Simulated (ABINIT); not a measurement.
**Completion of the band sum in GW: BiOBr (P4/nmm)**

Wanted: gap and time of BiOBr (P4/nmm) with truncated and completed band sums.

Calculated with ABINIT 10.8.3; PBEsol and many-body steps on it, plane waves.

## Step 1: Set-up

Symmetry: P4/nmm, No. 129, tetragonal system. Conventional cell: a = 3.916 Å, b = 3.916 Å, c = 8.077 Å, α = 90.00°, β = 90.00°, γ = 90.00°. Nearest to Bi lie 4 O at 2.32 Å and 4 Br at 3.18 Å. Br has 4 Bi at 3.18 Å nearest. O has 4 Bi at 2.32 Å nearest. Farther neighbours, and contacts between anions beyond the nearest, are not listed.

The cell and positions come from the Crystallography Open Database and are kept as given unless a step says otherwise.

## Step 2: Empty states on the mesh, 4×4×2 mesh, 133 bands

This step: ABINIT 10.8.3; DFT, PBEsol, plane waves, norm-conserving pseudopotentials.

The sums over transitions need many empty states on a uniform mesh; this step solves for them.

File run.abi:

```
acell 3*1.0 Angstrom
rprim 
  3.916000000000 0.000000000000 0.000000000000
  0.000000000000 3.916000000000 0.000000000000
  0.000000000000 0.000000000000 8.077000000000
ntypat 3
znucl 83 35 8
natom 6
typat 1 1 2 2 3 3
xred 
  0.000000000000 0.500000000000 0.154000000000
  0.500000000000 0.000000000000 0.846000000000
  0.000000000000 0.500000000000 0.653000000000
  0.500000000000 0.000000000000 0.347000000000
  0.000000000000 0.000000000000 0.000000000000
  0.500000000000 0.500000000000 0.000000000000
pp_dirpath "pseudos"
pseudos "Bi.upf, Br.upf, O.upf"
ecut 36
ngkpt 4 4 2
nshiftk 1
shiftk 0 0 0
kptopt 1
chksymbreak 0
iscf -2
irdden 1
istwfk *1
nband 133
nbdbuf 12
tolwfr 1e-09
nstep 60
prtvol 0
indata_prefix "in"
outdata_prefix "out"
tmpdata_prefix "tmp"
```

On the command line:

```
OMP_NUM_THREADS=1 mpirun -n 8 abinit run.abi > log
```

Log:

```text
.Version 10.8.3 of ABINIT. v10.8.2 released Aug 2026.

 Symmetries : space group P4/n m m (#129); Bravais tP (primitive tetrag.)
[... echo of the input left out ...]
== DATASET  1 ==================================================================
-   mpi_nproc: 8, omp_nthreads: 1 (-1 if OMP is not activated)
-    --> not optimal distribution: autoparal keyword recommended in input file <--

--- !DatasetInfo
iteration_state: {dtset: 1, }
dimensions: {natom: 6, nkpt: 12, mband: 133, nsppol: 1, nspinor: 1, nspden: 1, mpw: 8680, }
cutoff_energies: {ecut:  36.0, pawecutdg:  -1.0, }
[...]
1.61055    1.62901    1.64579    1.67613    1.67613    1.68716    1.68984    1.68984
   1.69640    1.71086    1.71091    1.71091    1.71229    1.72660    1.75735    1.76125
   1.76126    1.80037    1.80378    1.81703    1.81948
 prteigrs : prtvol=0 or 1, do not print more k-points.

== END DATASET(S) ==============================================================
================================================================================

 -outvars: echo values of variables after computation  --------
            nband         133
             nkpt          12
          spgroup         129
 [... the other variables as echoed above ...]

 Calculation completed.
```

It took 89 s on 8 MPI ranks of Arm Neoverse V2, shared host; peak memory 0.86 GiB; 12 min of CPU time.

Numbers from this step:

| Item | Value |
| --- | --- |
| gap | 2.191 eV |
| k of the valence top | 0.5, 0, 0.5 |
| k of the conduction bottom | 0, 0, 0.5 |
| least direct gap | 2.268 eV |
| k points computed | 12 |
| lowest point of the top converged band, above the valence top | 42.57 eV |

On this mesh the gap is 2.191 eV.

The density comes from a self-consistent run that is not shown.

## Step 3: Screening, 4×4×2 mesh, 121 bands, screening to 122.5 eV

The RPA dielectric matrix is built and inverted for each q.

This step: RPA screening on PBEsol, plane waves, norm-conserving pseudopotentials.

run.abi, as its differences from that of step 2:

```diff
@@ -24,10 +24,11 @@
 chksymbreak 0
-iscf -2
-irdden 1
 istwfk *1
-nband 133
-nbdbuf 12
-tolwfr 1e-09
-nstep 60
-prtvol 0
+occopt 1
+irdwfk 1
+optdriver 3
+nband 121
+ecuteps 4.5
+inclvkb 2
+awtr 1
+symchi 1
 indata_prefix "in"
```

Log:

```text
.Version 10.8.3 of ABINIT. v10.8.2 released Aug 2026.

 Symmetries : space group P4/n m m (#129); Bravais tP (primitive tetrag.)
[... echo of the input left out ...]
== DATASET  1 ==================================================================
-   mpi_nproc: 8, omp_nthreads: 1 (-1 if OMP is not activated)

--- !DatasetInfo
iteration_state: {dtset: 1, }
dimensions: {natom: 6, nkpt: 12, mband: 121, nsppol: 1, nspinor: 1, nspden: 1, mpw: 8680, }
cutoff_energies: {ecut:  36.0, pawecutdg:  -1.0, }
electrons: {nelect:   5.60000000E+01, charge:   0.00000000E+00, occopt:   1.00000000E+00, tsmear:   1.00000000E-02, }

 SCREENING: Calculation of the susceptibility and dielectric matrices

 Based on a program developped by R.W. Godby, V. Olevano, G. Onida, and L. Reining.
 Incorporated in ABINIT by V. Olevano, G.-M. Rignanese, and M. Torrent.
.Using double precision arithmetic ; gwpc =  8

[... cell and pseudopotentials left out ...]
--------------------------------------------------------------------------------

 ==== K-mesh for the wavefunctions ====
 Number of points in the irreducible wedge :    12
[... list of points left out ...]
 Together with 16 symmetry operations and time-reversal symmetry
 yields    32 points in the full Brillouin Zone.

 ==== Q-mesh for the screening function ====
 Number of points in the irreducible wedge :    12
[... list of points left out ...]
 Together with 16 symmetry operations and time-reversal symmetry
 yields    32 points in the full Brillouin Zone.

 setmesh: FFT mesh size selected  =    30x   30x   60
          total number of points  =        54000

 vcoul_init : cutoff-mode = AUXILIARY_FUNCTION
 q-points for optical limit:   1
     1)      0.000010    0.000020    0.000030

- screening: taking advantage of time-reversal symmetry
- Maximum band index for partially occupied states nbvw = 28
- Remaining bands to be divided among processors   nbcw = 93
- Number of bands treated by each node ~11

 Number of electrons calculated from density =   56.0000; Expected =   56.0000
 average of density, n =  0.066997
 r_s =    1.5274
 omega_plasma =   24.9680 [eV]

 calculating chi0 at frequencies [eV] :
  1    0.000000E+00    0.000000E+00
  2    0.000000E+00    2.496799E+01

--------------------------------------------------------------------------------
  q-point number  1        q = ( 0.000000, 0.000000, 0.000000) [r.l.u.]
--------------------------------------------------------------------------------
[... chi0 elements left out ...]
 For q-point:  0.000010 0.000020 0.000030
  dielectric constant =   6.8112
  dielectric constant without local fields =   7.8530

  Average fulfillment of the sum rule on Im[epsilon] for q-point    1 :     68.25  [%]
[... wings left out ...]
  q-point number  2        q = ( 0.250000, 0.000000, 0.000000) [r.l.u.]
--------------------------------------------------------------------------------
[... chi0 elements left out ...]
  Average fulfillment of the sum rule on Im[epsilon] for q-point    2 :     79.38  [%]

 [... 10 further q-points ...]
```

Wall time 2.1 min (8 MPI ranks); peak memory 4.6 GiB.

Read from the output:

```yaml
eps_infinity_with_local_fields_on_this_mesh: 6.811
eps_infinity_without_local_fields_on_this_mesh: 7.853
plasma_frequency: 24.97 eV
plane_waves_in_the_screening_matrix: 379
```

Local fields lower ε∞ by 13 %. On a Γ-centred mesh this coarse the value itself is usually too large, while a short band sum pulls it down.

## Step 4: 121 bands

The self-energy is evaluated for the states that the input lists, and the quasiparticle equation is solved.

This step: G0W0 on PBEsol, plane waves, norm-conserving pseudopotentials.

run.abi, as its differences from that of step 3:

```diff
@@ -27,8 +27,19 @@
 irdwfk 1
-optdriver 3
+optdriver 4
 nband 121
+gwcalctyp 0
+ecutsigx 36
+symsigma 1
+nkptgw 3
+kptgw 
+  0.5000000000 0.0000000000 0.5000000000
+  0.0000000000 0.0000000000 0.5000000000
+  0.0000000000 0.0000000000 0.0000000000
+bdgw 
+  27 30
+  26 30
+  26 30
 ecuteps 4.5
-inclvkb 2
-awtr 1
-symchi 1
+irdscr 1
+ppmodel 1
 indata_prefix "in"
```

Log:

```text
.Version 10.8.3 of ABINIT. v10.8.2 released Aug 2026.

 Symmetries : space group P4/n m m (#129); Bravais tP (primitive tetrag.)
[... echo of the input left out ...]
== DATASET  1 ==================================================================
-   mpi_nproc: 8, omp_nthreads: 1 (-1 if OMP is not activated)

--- !DatasetInfo
iteration_state: {dtset: 1, }
dimensions: {natom: 6, nkpt: 12, mband: 121, nsppol: 1, nspinor: 1, nspden: 1, mpw: 8680, }
cutoff_energies: {ecut:  36.0, pawecutdg:  -1.0, }
electrons: {nelect:   5.60000000E+01, charge:   0.00000000E+00, occopt:   1.00000000E+00, tsmear:   1.00000000E-02, }

 SIGMA: Calculation of the GW corrections

 Based on a program developped by R.W. Godby, V. Olevano, G. Onida, and L. Reining.
 Incorporated in ABINIT by V. Olevano, G.-M. Rignanese, and M. Torrent.
.Using double precision arithmetic ; gwpc =  8

[... cell and pseudopotentials left out ...]
--------------------------------------------------------------------------------

 ==== K-mesh for the wavefunctions ====
 Number of points in the irreducible wedge :    12
[... list of points left out ...]
 Together with 16 symmetry operations and time-reversal symmetry
 yields    32 points in the full Brillouin Zone.

 ==== Q-mesh for screening function ====
 Number of points in the irreducible wedge :    12
[... list of points left out ...]
 Together with 16 symmetry operations and time-reversal symmetry
 yields    32 points in the full Brillouin Zone.

 vcoul_init : cutoff-mode = AUXILIARY_FUNCTION
 q-points for optical limit:   1
     1)      0.000010    0.000020    0.000030
 setmesh: FFT mesh size selected  =    40x   40x   90
          total number of points  =       144000

 Number of electrons calculated from density =   56.0000; Expected =   56.0000
 average of density, n =  0.066997
 r_s =    1.5274
 omega_plasma =   24.9680 [eV]

 === KS Band Gaps ===
  >>>> For spin  1
   Minimum direct gap =   2.2674 [eV], located at k-point      :   0.0000  0.0000  0.5000
   Fundamental gap    =   2.1906 [eV], Top of valence bands at :   0.5000  0.0000  0.5000
                                       Bottom of conduction at :   0.0000  0.0000  0.5000
 SIGMA fundamental parameters:
 PLASMON POLE MODEL  1
 number of plane-waves for SigmaX                 8529
 number of plane-waves for SigmaC and W            379
 number of plane-waves for wavefunctions          8529
 number of bands                                   121
 number of independent spin polarizations            1
 number of spinorial components                      1
 number of k-points in IBZ                          12
 number of q-points in IBZ                          12
 number of symmetry operations                      16
 number of k-points in BZ                           32
 number of q-points in BZ                           32
 number of frequencies for dSigma/dE                 9
 frequency step for dSigma/dE [eV]                0.25
 number of omega for Sigma on real axis              0
 max omega for Sigma on real axis  [eV]           0.00
 zcut for avoiding poles [eV]                     0.10

 EPSILON^-1 parameters (SCR file):
 dimension of the eps^-1 matrix on file            379
 dimension of the eps^-1 matrix used               379
 number of plane-waves for wavefunctions          8529
 number of bands                                   121
 number of q-points in IBZ                          12
 number of frequencies                               2
 number of real frequencies                          1
 number of imag frequencies                          1

 matrix elements of self-energy operator (all in [eV])

 Perturbative Calculation

--- !SelfEnergy_ee
iteration_state: {dtset: 1, }
kpoint     : [   0.500,    0.000,    0.500, ]
spin       : 1
KS_gap     :    4.198
QP_gap     :    5.137
Delta_QP_KS:    0.939
data: !SigmaeeData |
     Band     E0 <VxcDFT>   SigX SigC(E0)      Z dSigC/dE  Sig(E)    E-E0       E
       27   3.563 -15.165 -18.376   2.904   0.791  -0.264 -15.408  -0.243   3.320
       28   3.563 -15.165 -18.376   2.904   0.791  -0.264 -15.408  -0.243   3.320
       29   7.761 -12.724  -9.106  -2.764   0.816  -0.226 -12.027   0.696   8.457
       30   7.761 -12.724  -9.106  -2.764   0.816  -0.226 -12.027   0.696   8.457

--- !SelfEnergy_ee
iteration_state: {dtset: 1, }
kpoint     : [   0.000,    0.000,    0.500, ]
spin       : 1
KS_gap     :    2.267
QP_gap     :    3.091
Delta_QP_KS:    0.823
data: !SigmaeeData |
     Band     E0 <VxcDFT>   SigX SigC(E0)      Z dSigC/dE  Sig(E)    E-E0       E
       26   3.178 -13.435 -16.879   2.914   0.795  -0.258 -13.856  -0.421   2.756
       27   3.178 -13.435 -16.879   2.914   0.795  -0.258 -13.856  -0.421   2.756
[...]
--- !SelfEnergy_ee
iteration_state: {dtset: 1, }
kpoint     : [   0.000,    0.000,    0.000, ]
spin       : 1
KS_gap     :    3.000
QP_gap     :    3.871
Delta_QP_KS:    0.871
data: !SigmaeeData |
     Band     E0 <VxcDFT>   SigX SigC(E0)      Z dSigC/dE  Sig(E)    E-E0       E
[...]
28   2.945 -12.783 -15.817   2.442   0.805  -0.243 -13.260  -0.477   2.469
       29   5.945 -12.119  -8.948  -2.693   0.826  -0.211 -11.724   0.394   6.340
       30   6.881 -12.123  -8.963  -2.591   0.821  -0.219 -11.656   0.467   7.348

== END DATASET(S) ==============================================================
================================================================================

 -outvars: echo values of variables after computation  --------
           etotal      0.0000000000E+00
            nband         121
             nkpt          12
          spgroup         129
 [... the other variables as echoed above ...]

 Calculation completed.
```

Wall time 25 s (8 MPI ranks); peak memory 3.1 GiB; 3.3 min of CPU time.

Read from the output:

- G0W0 gap on the mesh: 2.779 eV
- starting gap on the mesh: 2.191 eV
- k of the valence top: 0.5, 0, 0.5
- k of the conduction bottom: 0, 0, 0.5
- Z at the valence top: 0.791
- Z at the conduction bottom: 0.825
- least direct G0W0 gap on the computed points: 3.090 eV

The gap on the mesh goes from 2.19 eV to 2.78 eV, a correction of +0.59 eV.

## Step 5: Screening, 4×4×2 mesh, 36 bands, screening to 122.5 eV

This step: RPA screening on PBEsol, plane waves, norm-conserving pseudopotentials.

run.abi, as its differences from that of step 4:

```diff
@@ -27,19 +27,8 @@
 irdwfk 1
-optdriver 4
-nband 121
-gwcalctyp 0
-ecutsigx 36
-symsigma 1
-nkptgw 3
-kptgw 
-  0.5000000000 0.0000000000 0.5000000000
-  0.0000000000 0.0000000000 0.5000000000
-  0.0000000000 0.0000000000 0.0000000000
-bdgw 
-  27 30
-  26 30
-  26 30
+optdriver 3
+nband 36
 ecuteps 4.5
-irdscr 1
-ppmodel 1
+inclvkb 2
+awtr 1
+symchi 1
 indata_prefix "in"
```

Log:

```text
.Version 10.8.3 of ABINIT. v10.8.2 released Aug 2026.

 Symmetries : space group P4/n m m (#129); Bravais tP (primitive tetrag.)
[... echo of the input left out ...]
== DATASET  1 ==================================================================
-   mpi_nproc: 8, omp_nthreads: 1 (-1 if OMP is not activated)

--- !DatasetInfo
iteration_state: {dtset: 1, }
dimensions: {natom: 6, nkpt: 12, mband: 36, nsppol: 1, nspinor: 1, nspden: 1, mpw: 8680, }
cutoff_energies: {ecut:  36.0, pawecutdg:  -1.0, }
electrons: {nelect:   5.60000000E+01, charge:   0.00000000E+00, occopt:   1.00000000E+00, tsmear:   1.00000000E-02, }

 SCREENING: Calculation of the susceptibility and dielectric matrices

 Based on a program developped by R.W. Godby, V. Olevano, G. Onida, and L. Reining.
 Incorporated in ABINIT by V. Olevano, G.-M. Rignanese, and M. Torrent.
.Using double precision arithmetic ; gwpc =  8

[... cell and pseudopotentials left out ...]
--------------------------------------------------------------------------------

 ==== K-mesh for the wavefunctions ====
 Number of points in the irreducible wedge :    12
[... list of points left out ...]
 Together with 16 symmetry operations and time-reversal symmetry
 yields    32 points in the full Brillouin Zone.

 ==== Q-mesh for the screening function ====
 Number of points in the irreducible wedge :    12
[... list of points left out ...]
 Together with 16 symmetry operations and time-reversal symmetry
 yields    32 points in the full Brillouin Zone.

 setmesh: FFT mesh size selected  =    30x   30x   60
          total number of points  =        54000

 vcoul_init : cutoff-mode = AUXILIARY_FUNCTION
 q-points for optical limit:   1
     1)      0.000010    0.000020    0.000030

- screening: taking advantage of time-reversal symmetry
- Maximum band index for partially occupied states nbvw = 28
- Remaining bands to be divided among processors   nbcw = 8
- Number of bands treated by each node ~1

 Number of electrons calculated from density =   56.0000; Expected =   56.0000
 average of density, n =  0.066997
 r_s =    1.5274
 omega_plasma =   24.9680 [eV]

 calculating chi0 at frequencies [eV] :
  1    0.000000E+00    0.000000E+00
  2    0.000000E+00    2.496799E+01

--------------------------------------------------------------------------------
  q-point number  1        q = ( 0.000000, 0.000000, 0.000000) [r.l.u.]
--------------------------------------------------------------------------------
[... chi0 elements left out ...]
 For q-point:  0.000010 0.000020 0.000030
  dielectric constant =   6.2830
  dielectric constant without local fields =   7.0485

  Average fulfillment of the sum rule on Im[epsilon] for q-point    1 :     17.00  [%]
[... wings left out ...]
  q-point number  2        q = ( 0.250000, 0.000000, 0.000000) [r.l.u.]
--------------------------------------------------------------------------------
[... chi0 elements left out ...]
  Average fulfillment of the sum rule on Im[epsilon] for q-point    2 :     25.21  [%]

 [... 10 further q-points ...]
```

The job ended after 15 s (8 MPI ranks; peak memory 3.3 GiB; 2 min of CPU time).

Read from the output:

* ε∞ with local fields, on this mesh: 6.283
* ε∞ without local fields, on this mesh: 7.048
* plasma frequency: 24.97 eV
* plane waves in the screening matrix: 379

(Continued in part 2 of 2.)

[Long decimals in the printed logs are rounded to 6 places.]

[Logs are printed without paths, hosts, clocks, repeated set-up lines and the standing remarks that a program may print on its own settings, such as how far it seeks lower states.]

[Paths, hosts, dates, memory and timing lines, banners, echoed tables and standing remarks are left out of the program output; an Ansatz launch command may be rebuilt from the run's recorded settings. Measured values are a selection of at most five: reports struck by readers or far from the other reports are left out. None is set beside runs whose start may be inverted or whose files or cutoffs have a known fault.]

[Runs of the session that timed out or met a known fault of the program may be left out.]

[Hosts, paths, dates, database ids (printed as entryN), source tags and the programs' standing remarks are cut or masked in the printed files.]

[G0W0 gaps are taken among the corrected bands and points alone; a level outside them can change the order at an edge.]

[Where Ansatz stands beside ABINIT at settings called matched, ABINIT's density can come from a denser mesh and the files from another edition; pairs whose starting gaps differed by over 0.03 eV were left out, so agreement reads better than it is.]
